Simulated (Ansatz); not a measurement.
# Amorphous Si0.7Ge0.3 (77 atoms) under strain

Aim: relax amorphous Si0.7Ge0.3 (77 atoms), then change its volume and shape to read moduli from the stress.

Main program and level: Ansatz 0.2.0; Kohn-Sham DFT, PBE, PAW (set soft_2), plane waves.

### Step 1. Starting point

The cell holds 77 atoms: 54 Si and 23 Ge. Cell: a = 11.826 Å, b = 11.826 Å, c = 11.826 Å, α = 90.0°, β = 90.0°, γ = 90.0°. 77 atoms (54 Si, 23 Ge) placed at random at 3.2 g/cm³, melted at 3500 K for 10 ps at fixed volume with the Tersoff potential (Tersoff, Phys. Rev. B 39, 5566 (1989)). Quenched from 3500 K to 500 K at 20 K/ps and fixed volume, annealed at 1200 K for 50 ps, held 5 ps, then minimised at fixed cell.

Limits known from the start: The quench rate of 20 K/ps is orders of magnitude faster than experiment, which tends to freeze in extra defects. The starting topology of bonds comes from the classical model, and needn't be the one that DFT or experiment would give. Sampling is at Γ alone.

### Step 2. Single point at the start

The forces at the start show how far the geometry lies from a minimum of this functional.

input.yaml

```yaml
crystal:
  lattice:
    - [11.8258, 0.0, 0.0]
    - [0.0, 11.8258, 0.0]
    - [0.0, 0.0, 11.8258]
  atoms:
    - { symbol: Si, position: [0.06537, 0.45636, 0.68768] }
    - { symbol: Si, position: [0.84203, 0.85277, 0.91965] }
    - { symbol: Si, position: [0.65719, 0.35276, 0.08507] }
    - { symbol: Si, position: [0.56235, 0.1988, 0.6302] }
    - { symbol: Si, position: [0.69934, 0.71698, 0.90521] }
    - { symbol: Si, position: [0.77285, 0.50644, 0.14015] }
    - { symbol: Si, position: [0.97126, 0.03158, 0.61043] }
    - { symbol: Si, position: [0.75027, 0.5803, 0.32833] }
    - { symbol: Si, position: [0.65686, 0.02468, 0.67553] }
    - { symbol: Si, position: [0.08271, 0.96883, 0.34062] }
    - { symbol: Si, position: [0.65298, 0.24287, 0.25457] }
    - { symbol: Si, position: [0.31187, 0.68054, 0.65448] }
    - { symbol: Si, position: [0.08504, 0.12014, 0.47071] }
    - { symbol: Si, position: [0.1604, 0.41675, 0.99236] }
    - { symbol: Si, position: [0.60078, 0.05696, 0.00158] }
    - { symbol: Si, position: [0.50628, 0.23757, 0.99703] }
    - { symbol: Si, position: [0.29088, 0.18928, 0.75227] }
    - { symbol: Si, position: [0.1136, 0.96608, 0.84483] }
    - { symbol: Si, position: [0.36118, 0.87234, 0.62792] }
    - { symbol: Si, position: [0.46194, 0.25974, 0.30808] }
    - { symbol: Si, position: [0.91492, 0.39809, 0.56134] }
    - { symbol: Si, position: [0.37632, 0.60334, 0.18884] }
    - { symbol: Si, position: [0.04105, 0.67723, 0.12366] }
    - { symbol: Si, position: [0.63072, 0.72206, 0.52745] }
    - { symbol: Si, position: [0.09966, 0.61756, 0.40389] }
    - { symbol: Si, position: [0.79168, 0.60547, 0.77278] }
    - { symbol: Si, position: [0.59106, 0.52544, 0.45936] }
    - { symbol: Si, position: [0.8191, 0.69922, 0.59953] }
    - { symbol: Si, position: [0.56135, 0.83697, 0.37609] }
    - { symbol: Si, position: [0.14921, 0.94307, 0.03847] }
    - { symbol: Si, position: [0.88583, 0.80682, 0.11954] }
    - { symbol: Si, position: [0.39484, 0.61938, 0.83293] }
    - { symbol: Si, position: [0.97614, 0.57206, 0.8412] }
    - { symbol: Si, position: [0.99681, 0.97438, 0.15828] }
    - { symbol: Si, position: [0.19604, 0.32272, 0.1666] }
    - { symbol: Si, position: [0.1744, 0.42648, 0.35667] }
    - { symbol: Si, position: [0.70876, 0.69018, 0.09965] }
    - { symbol: Si, position: [0.00511, 0.8036, 0.42077] }
    - { symbol: Si, position: [0.15034, 0.74879, 0.97582] }
    - { symbol: Si, position: [0.01096, 0.78391, 0.82596] }
    - { symbol: Si, position: [0.48487, 0.46181, 0.7494] }
    - { symbol: Si, position: [0.40023, 0.5141, 0.56749] }
    - { symbol: Si, position: [0.89446, 0.13348, 0.1046] }
    - { symbol: Si, position: [0.73683, 0.01515, 0.86086] }
    - { symbol: Si, position: [0.8595, 0.15977, 0.90869] }
    - { symbol: Si, position: [0.55597, 0.85118, 0.66354] }
    - { symbol: Si, position: [0.983, 0.8217, 0.62439] }
    - { symbol: Si, position: [0.22521, 0.40561, 0.55425] }
    - { symbol: Si, position: [0.01191, 0.12984, 0.78925] }
    - { symbol: Si, position: [0.74607, 0.31967, 0.9095] }
    - { symbol: Si, position: [0.43399, 0.15037, 0.47333] }
    - { symbol: Si, position: [0.35941, 0.20629, 0.14234] }
    - { symbol: Si, position: [0.4633, 0.27012, 0.79962] }
    - { symbol: Si, position: [0.71214, 0.07185, 0.17364] }
    - { symbol: Ge, position: [0.96905, 0.49631, 0.05056] }
    - { symbol: Ge, position: [0.11919, 0.64881, 0.60939] }
    - { symbol: Ge, position: [0.53658, 0.73403, 0.20102] }
    - { symbol: Ge, position: [0.77869, 0.23462, 0.41673] }
    - { symbol: Ge, position: [0.20762, 0.70491, 0.2517] }
    - { symbol: Ge, position: [0.28037, 0.58795, 0.99656] }
    - { symbol: Ge, position: [0.43933, 0.94001, 0.95459] }
    - { symbol: Ge, position: [0.13096, 0.30298, 0.8164] }
    - { symbol: Ge, position: [0.72394, 0.94866, 0.34199] }
    - { symbol: Ge, position: [0.99293, 0.28971, 0.39509] }
    - { symbol: Ge, position: [0.6952, 0.36328, 0.56231] }
    - { symbol: Ge, position: [0.90188, 0.57143, 0.4638] }
    - { symbol: Ge, position: [0.98574, 0.30212, 0.17835] }
    - { symbol: Ge, position: [0.26603, 0.90477, 0.29249] }
    - { symbol: Ge, position: [0.52052, 0.77637, 0.8488] }
    - { symbol: Ge, position: [0.25549, 0.20494, 0.55371] }
    - { symbol: Ge, position: [0.68848, 0.43756, 0.75768] }
    - { symbol: Ge, position: [0.4031, 0.94663, 0.44212] }
    - { symbol: Ge, position: [0.30702, 0.98909, 0.78945] }
    - { symbol: Ge, position: [0.78601, 0.04985, 0.51823] }
    - { symbol: Ge, position: [0.32238, 0.00484, 0.11796] }
    - { symbol: Ge, position: [0.4001, 0.45786, 0.345] }
    - { symbol: Ge, position: [0.83408, 0.77664, 0.31498] }
kpoints:
  mp_grid: { grid: [1, 1, 1] }
hamiltonian:
  xc: pbe
scf:
  occupations: { method: fermi_dirac, width: 0.025 }
output:
  forces: true
```

Launch:

```
$ ansatz run input.yaml --threads 4 --pin off --max-ram 8192MiB --backend cpu --events-out ev --progress --plain --runs-dir out
```

The program printed:

```text
[...]
Pseudopotentials: kind: paw
Pseudopotential: Si, paw, valence charge 4, recommended cutoff 420 eV (normal), Si.paw.azcp
Pseudopotential: Ge, paw, valence charge 14, recommended cutoff 420 eV (normal), Ge.paw.azcp
[... 5 lines on functional and potentials left out ...]
Crystal: 77 atoms, lattice volume = 1653.833 Å³
Basis set: ecut = 420 eV, 32423 PW (Γ), exchange–correlation on 160×160×160 points (8 copies of the dense FFT grid, shifted against one another)
Bands: 346, of which v1, the nominal top of the filled ones, is band 269 counted from 1 (268 counted from 0)
Symmetry: 1 space group operations
Space group: P1 (ITA 1), of the structure as read, at distance tolerance 1.2e-4 Å
k-points: 1
[... 5 lines on functional and potentials left out ...]
Initial density: superposition of atomic densities (neutral atoms: chi_scale 0, normalization atom), corrected by the library's trained network
Initial wavefunctions: pseudopotential atomic-orbital guess
[...]
SCF iter   1: F=—  HF=-133095.215929 eV  |F-HF|=—  |Δ(HF+E_count)|=         —  Δρ=3.81e-3  dr2=5.79e-1  ethr=1.77e-3  ⟨swp⟩=6.0  Hψ=1400  notcnv=0  defer=20
preconditioner: auto → LDOS  [insulator: Δε(μ)=0.080 eV  Ē_g=7.519 eV  σ=0.025 eV  W_gap=0.66  n_scr=340 (ndim 8)  ℏωp=16.0 eV  f_vac=0.012  D(μ)=27.03/eV (n_scr^D=146)  ε∞_Penn≈5.5  β→1.0]
[...]
SCF iter  10: F=—  HF=-133095.113492 eV  |F-HF|=—  |Δ(HF+E_count)|=   7.96e-8  Δρ=1.84e-6  dr2=1.82e-7  ethr=1.24e-10  ⟨swp⟩=2.0  Hψ=392  notcnv=0  defer=61
SCF iter  11: F=-133095.113492 eV  HF=-133095.113492 eV  |F-HF|=3.22e-8  |Δ(HF+E_count)|=   1.59e-8  Δρ=9.81e-7  dr2=4.54e-8  ethr=1.86e-11  ⟨swp⟩=4.0  Hψ=904  notcnv=0
SCF 1 converged in 11 iterations: F = -133095.113492 eV  dr2 = 4.54e-8
[...]
SCF converged after 11 iterations
Free energy (F): -133095.113492 eV
Harris-Foulkes:  -133095.113492 eV  (|F-HF|=3.22e-8)
Internal energy: -133095.030267 eV  (E = F + TS)
E sigma→0 (E₀):  -133095.071879 eV
Entropy (-TS):   -0.083224 eV (-1.081 meV/atom)
Fermi energy:    6.720472 eV
--- Per-component energies (eV) ---
[...]
Σ components = -133095.113492   (vs F -133095.113492, Δ=0.00e0)
--- Forces (eV/Å), atoms counted from 1 ---
  atom   1  Si    -0.19456609    -0.12027230     0.53494672
  atom   2  Si     0.09847501    -0.09231678     0.28617965
  atom   3  Si    -0.07533978    -0.11160694    -0.19030444
  atom   4  Si    -0.07286564    -0.12809657     0.33627097
[...]
atom  77  Ge    -0.21922350    -0.45255904     0.34140115
  max |Σ_I F_I| component: 3.52e-5 eV/Å
```

Wall time 8.9 s (4 threads of Intel Xeon Platinum 8488C (Sapphire Rapids), shared host); peak memory 1.9 GiB.

The column dr2 measures how far the density is from self-consistency, as an energy; F and HF (Harris–Foulkes) agree once it is small.

The r.m.s. force at the start is 0.25 eV/Å.

### Step 3. Cell and atoms relaxed

Cell and atoms are freed together, to release stress as well as forces.

input.yaml

```yaml
crystal:
  lattice:
    - [11.8258, 0.0, 0.0]
    - [0.0, 11.8258, 0.0]
    - [0.0, 0.0, 11.8258]
  atoms:
    [... the 77 atom lines of step 2 ...]
kpoints:
  mp_grid: { grid: [1, 1, 1] }
hamiltonian:
  xc: pbe
scf:
  occupations: { method: fermi_dirac, width: 0.025 }
output:
  forces: true
relax:
  f_tol: 0.05
  max_steps: 150
  cell: {}
```

The program printed:

```text
[...]
Crystal: 77 atoms, lattice volume = 1653.833 Å³
Basis set: ecut = 420 eV, 32423 PW (Γ), exchange–correlation on 160×160×160 points (8 copies of the dense FFT grid, shifted against one another)
Bands: 346, of which v1, the nominal top of the filled ones, is band 269 counted from 1 (268 counted from 0)
Symmetry: 1 space group operations
[...]
k-points: 1
[...]
SCF iter   1: F=—  HF=-133095.215929 eV  |F-HF|=—  |Δ(HF+E_count)|=         —  Δρ=3.81e-3  dr2=5.79e-1  ethr=1.77e-3  ⟨swp⟩=6.0  Hψ=1400  notcnv=0  defer=20
[...]
SCF iter  11: F=-133095.113492 eV  HF=-133095.113492 eV  |F-HF|=3.24e-8  |Δ(HF+E_count)|=   1.57e-8  Δρ=9.82e-7  dr2=4.54e-8  ethr=1.86e-11  ⟨swp⟩=4.0  Hψ=904  notcnv=0
SCF 1 converged in 11 iterations: F = -133095.113492 eV  dr2 = 4.54e-8
[...]
relax step   1: F+E_penalty+E_count = -133095.11349155 eV  Δ(F+E_penalty+E_count) = +0.000e0 eV  max|allowed force component| = 7.756e-1 eV/Å  Δτ_max = 0.0000 Å  P = +0.096 GPa  Ω = 1653.833 Å³  (11 SCF iters, dr2 threshold 1.00e-7 eV, accepted)
[... from here on, the SCF cycles and remarks between the steps are left out ...]
relax step   2: F+E_penalty+E_count = -133096.32335345 eV  Δ(F+E_penalty+E_count) = -1.210e0 eV  max|allowed force component| = 4.142e-1 eV/Å  Δτ_max = 0.1668 Å  P = -0.183 GPa  Ω = 1659.530 Å³  energy of the carried Pulay correction = -7.518e-4 eV  (7 SCF iters, dr2 threshold 7.70e-6 eV, accepted)
relax step   3: F+E_penalty+E_count = -133096.72776140 eV  Δ(F+E_penalty+E_count) = -4.044e-1 eV  max|allowed force component| = 3.334e-1 eV/Å  Δτ_max = 0.1280 Å  P = -0.106 GPa  Ω = 1658.199 Å³  energy of the carried Pulay correction = -5.764e-4 eV  (7 SCF iters, dr2 threshold 7.70e-6 eV, accepted)
relax step   4: F+E_penalty+E_count = -133096.98987716 eV  Δ(F+E_penalty+E_count) = -2.621e-1 eV  max|allowed force component| = 2.850e-1 eV/Å  Δτ_max = 0.1930 Å  P = +0.036 GPa  Ω = 1655.302 Å³  energy of the carried Pulay correction = -1.942e-4 eV  (7 SCF iters, dr2 threshold 6.95e-6 eV, accepted)
relax step   5: F+E_penalty+E_count = -133097.20365987 eV  Δ(F+E_penalty+E_count) = -2.138e-1 eV  max|allowed force component| = 2.213e-1 eV/Å  Δτ_max = 0.1946 Å  P = +0.045 GPa  Ω = 1654.939 Å³  energy of the carried Pulay correction = -1.462e-4 eV  (7 SCF iters, dr2 threshold 5.08e-6 eV, accepted)
relax step   6: F+E_penalty+E_count = -133097.38588273 eV  Δ(F+E_penalty+E_count) = -1.822e-1 eV  max|allowed force component| = 2.717e-1 eV/Å  Δτ_max = 0.1945 Å  P = +0.016 GPa  Ω = 1656.459 Å³  energy of the carried Pulay correction = -3.468e-4 eV  (7 SCF iters, dr2 threshold 3.06e-6 eV, accepted)
relax step   7: F+E_penalty+E_count = -133097.50151956 eV  Δ(F+E_penalty+E_count) = -1.156e-1 eV  max|allowed force component| = 2.826e-1 eV/Å  Δτ_max = 0.1957 Å  P = -0.027 GPa  Ω = 1660.514 Å³  energy of the carried Pulay correction = -8.814e-4 eV  (7 SCF iters, dr2 threshold 4.61e-6 eV, accepted)
relax step   8: F+E_penalty+E_count = -133097.62364550 eV  Δ(F+E_penalty+E_count) = -1.221e-1 eV  max|allowed force component| = 3.443e-1 eV/Å  Δτ_max = 0.1708 Å  P = -0.065 GPa  Ω = 1663.311 Å³  energy of the carried Pulay correction = -1.249e-3 eV  (7 SCF iters, dr2 threshold 4.99e-6 eV, accepted)
relax step   9: F+E_penalty+E_count = -133097.76206392 eV  Δ(F+E_penalty+E_count) = -1.384e-1 eV  max|allowed force component| = 3.034e-1 eV/Å  Δτ_max = 0.1968 Å  P = -0.053 GPa  Ω = 1665.399 Å³  energy of the carried Pulay correction = -1.524e-3 eV  (6 SCF iters, dr2 threshold 7.41e-6 eV, accepted)
relax step  10: F+E_penalty+E_count = -133097.90007364 eV  Δ(F+E_penalty+E_count) = -1.380e-1 eV  max|allowed force component| = 2.767e-1 eV/Å  Δτ_max = 0.1951 Å  P = -0.011 GPa  Ω = 1666.074 Å³  energy of the carried Pulay correction = -1.612e-3 eV  (6 SCF iters, dr2 threshold 5.75e-6 eV, accepted)
relax step  11: F+E_penalty+E_count = -133098.06377848 eV  Δ(F+E_penalty+E_count) = -1.637e-1 eV  max|allowed force component| = 2.485e-1 eV/Å  Δτ_max = 0.1955 Å  P = -0.024 GPa  Ω = 1667.595 Å³  energy of the carried Pulay correction = -1.812e-3 eV  (7 SCF iters, dr2 threshold 4.78e-6 eV, accepted)
relax step  12: F+E_penalty+E_count = -133098.34226816 eV  Δ(F+E_penalty+E_count) = -2.785e-1 eV  max|allowed force component| = 4.072e-1 eV/Å  Δτ_max = 0.1908 Å  P = -0.038 GPa  Ω = 1668.206 Å³  energy of the carried Pulay correction = -1.892e-3 eV  (7 SCF iters, dr2 threshold 3.86e-6 eV, accepted)
relax step  13: F+E_penalty+E_count = -133098.58120281 eV  Δ(F+E_penalty+E_count) = -2.389e-1 eV  max|allowed force component| = 3.664e-1 eV/Å  Δτ_max = 0.1942 Å  P = -0.042 GPa  Ω = 1668.421 Å³  energy of the carried Pulay correction = -1.920e-3 eV  (6 SCF iters, dr2 threshold 7.70e-6 eV, accepted)
relax step  14: F+E_penalty+E_count = -133098.77847786 eV  Δ(F+E_penalty+E_count) = -1.973e-1 eV  max|allowed force component| = 3.600e-1 eV/Å  Δτ_max = 0.1948 Å  P = -0.016 GPa  Ω = 1667.997 Å³  energy of the carried Pulay correction = -1.864e-3 eV  (6 SCF iters, dr2 threshold 7.70e-6 eV, accepted)
relax step  15: F+E_penalty+E_count = -133098.90937981 eV  Δ(F+E_penalty+E_count) = -1.309e-1 eV  max|allowed force component| = 4.237e-1 eV/Å  Δτ_max = 0.1912 Å  P = -0.027 GPa  Ω = 1667.867 Å³  energy of the carried Pulay correction = -1.847e-3 eV  (7 SCF iters, dr2 threshold 7.70e-6 eV, accepted)
relax step  16: F+E_penalty+E_count = -133098.98500352 eV  Δ(F+E_penalty+E_count) = -7.562e-2 eV  max|allowed force component| = 3.007e-1 eV/Å  Δτ_max = 0.2000 Å  P = +0.060 GPa  Ω = 1665.352 Å³  energy of the carried Pulay correction = -1.517e-3 eV  (7 SCF iters, dr2 threshold 7.70e-6 eV, accepted)
relax step  17: F+E_penalty+E_count = -133098.83483994 eV  Δ(F+E_penalty+E_count) = +1.502e-1 eV  max|allowed force component| = 8.561e-1 eV/Å  Δτ_max = 0.1987 Å  P = +0.194 GPa  Ω = 1665.594 Å³  energy of the carried Pulay correction = -1.549e-3 eV  (7 SCF iters, dr2 threshold 5.65e-6 eV, rejected (line search))
relax step  18: F+E_penalty+E_count = -133099.05932277 eV  Δ(F+E_penalty+E_count) = -7.432e-2 eV  max|allowed force component| = 1.482e-1 eV/Å  Δτ_max = 0.0953 Å  P = -0.020 GPa  Ω = 1667.749 Å³  energy of the carried Pulay correction = -1.832e-3 eV  (12 SCF iters, accepted)
relax step  19: F+E_penalty+E_count = -133099.08662378 eV  Δ(F+E_penalty+E_count) = -2.730e-2 eV  max|allowed force component| = 1.500e-1 eV/Å  Δτ_max = 0.1000 Å  P = -0.021 GPa  Ω = 1669.219 Å³  energy of the carried Pulay correction = -2.024e-3 eV  (7 SCF iters, dr2 threshold 1.37e-6 eV, accepted)
relax step  20: F+E_penalty+E_count = -133099.10360391 eV  Δ(F+E_penalty+E_count) = -1.698e-2 eV  max|allowed force component| = 1.123e-1 eV/Å  Δτ_max = 0.0620 Å  P = -0.000 GPa  Ω = 1669.263 Å³  energy of the carried Pulay correction = -2.030e-3 eV  (7 SCF iters, dr2 threshold 1.41e-6 eV, accepted)
relax step  21: F+E_penalty+E_count = -133099.11337636 eV  Δ(F+E_penalty+E_count) = -9.772e-3 eV  max|allowed force component| = 3.888e-2 eV/Å  Δτ_max = 0.0296 Å  P = +0.007 GPa  Ω = 1669.386 Å³  energy of the carried Pulay correction = -2.046e-3 eV  (7 SCF iters, dr2 threshold 7.88e-7 eV, accepted)
relax step  22: F+E_penalty+E_count = -133099.12072087 eV  Δ(F+E_penalty+E_count) = -7.345e-3 eV  max|allowed force component| = 4.065e-2 eV/Å  Δτ_max = 0.0564 Å  P = +0.003 GPa  Ω = 1670.096 Å³  energy of the carried Pulay correction = -2.139e-3 eV  (12 SCF iters, accepted)
relax step  23: F+E_penalty+E_count = -133099.12635099 eV  Δ(F+E_penalty+E_count) = -5.630e-3 eV  max|allowed force component| = 5.309e-2 eV/Å  Δτ_max = 0.0597 Å  P = -0.006 GPa  Ω = 1671.056 Å³  energy of the carried Pulay correction = -2.265e-3 eV  (12 SCF iters, accepted)
relax step  24: F+E_penalty+E_count = -133099.13062425 eV  Δ(F+E_penalty+E_count) = -4.273e-3 eV  max|allowed force component| = 4.155e-2 eV/Å  Δτ_max = 0.0356 Å  P = -0.002 GPa  Ω = 1671.335 Å³  energy of the carried Pulay correction = -2.301e-3 eV  (8 SCF iters, dr2 threshold 1.76e-7 eV, accepted)
relax step  25: F+E_penalty+E_count = -133099.13682912 eV  Δ(F+E_penalty+E_count) = -6.205e-3 eV  max|allowed force component| = 4.158e-2 eV/Å  Δτ_max = 0.0000 Å  P = +0.006 GPa  Ω = 1671.335 Å³  stress off target by 1.67e-2 GPa  SCF on the basis re-selected at this cell (its energy is not comparable with the rows above)  (10 SCF iters)
basis re-selected at this cell: Δ(F+E_penalty+E_count) = -6.205e-3 eV, ΔP = +0.007 GPa vs the last step (what re-selecting the basis moved, of the pressure what is left beyond the Pulay correction that the steps carried, after the strain that the cell walked since its last selection, [...]
SCF converged after 10 iterations
Free energy (F): -133099.136829 eV
[...]
Internal energy: -133099.126521 eV  (E = F + TS)
E sigma→0 (E₀):  -133099.131675 eV
Entropy (-TS):   -0.010308 eV (-0.134 meV/atom)
Fermi energy:    6.602319 eV
[...]
--- Forces (eV/Å), atoms counted from 1 ---
  atom   1  Si     0.00780187     0.00668607     0.00222806
  atom   2  Si     0.00741586    -0.00613992     0.00115211
  atom   3  Si    -0.00305665    -0.01114353    -0.00143398
  atom   4  Si     0.00280584     0.00394175    -0.00334579
  atom   5  Si    -0.00824115     0.01145475    -0.00316319
  atom   6  Si    -0.00962141     0.00677778     0.00984458
  atom   7  Si    -0.00876744    -0.00187319     0.00205204
  atom   8  Si     0.00509568    -0.00521388    -0.01045854
  atom   9  Si    -0.00245811    -0.00208906    -0.00183092
  atom  10  Si     0.00298539    -0.00033137     0.00460284
  atom  11  Si     0.00041198     0.00486169     0.00617337
  atom  12  Si    -0.00345067     0.00423130     0.00221579
  atom  13  Si     0.00268693    -0.00273358    -0.00110416
  atom  14  Si     0.00123995     0.00408455    -0.00557592
[...]
atom  76  Ge    -0.00435316     0.00293063    -0.01050836
  atom  77  Ge     0.00212156     0.01910553    -0.00223781
  max |Σ_I F_I| component: 5.16e-6 eV/Å
--- Stress (GPa, compression-positive) ---
        0.004292       0.007367      -0.012553
        0.007367       0.011474       0.005971
       -0.012553       0.005971       0.001420
  P = ⅓ Tr σ = 0.0057 GPa (0.057 kbar)
--- Relaxed structure (24 steps of the walk, 23 accepted, 1 SCFs on fresh bases) ---
  F+E_penalty+E_count = -133099.13682912 eV   max|allowed force component| = 4.158e-2 eV/Å   (the final SCF, on the basis selected at the relaxed cell)
  cell:  # Å, volume = 1671.3346 Å³
    - [12.028765, -0.274522, -0.189434]
    - [-0.274522, 11.682903, -0.255910]
    - [-0.189434, -0.255910, 11.908169]
  atoms:
    - { symbol: Si, position: [0.054142, 0.463041, 0.707211] }
    - { symbol: Si, position: [0.847789, 0.892100, 0.922284] }
    - { symbol: Si, position: [0.654816, 0.352252, 0.085803] }
    - { symbol: Si, position: [0.554718, 0.200944, 0.635174] }
[...]
- { symbol: Ge, position: [0.836566, 0.775206, 0.340726] }
```

Run time: 3.3 min. Hardware: 4 threads; peak memory 2 GiB; 12 min of CPU time.

The relaxation converged after 24 steps, with a largest force component of 0.042 eV/Å.

(Continued in part 2 of 4.)

[Long decimals in the printed logs are rounded to 6 places.]

[Logs are printed without paths, hosts, clocks, repeated set-up lines and the standing remarks that a program may print on its own settings, such as how far it seeks lower states.]

[Hosts, paths, dates, database ids (printed as entryN), source tags and the programs' standing remarks are cut or masked in the printed files.]
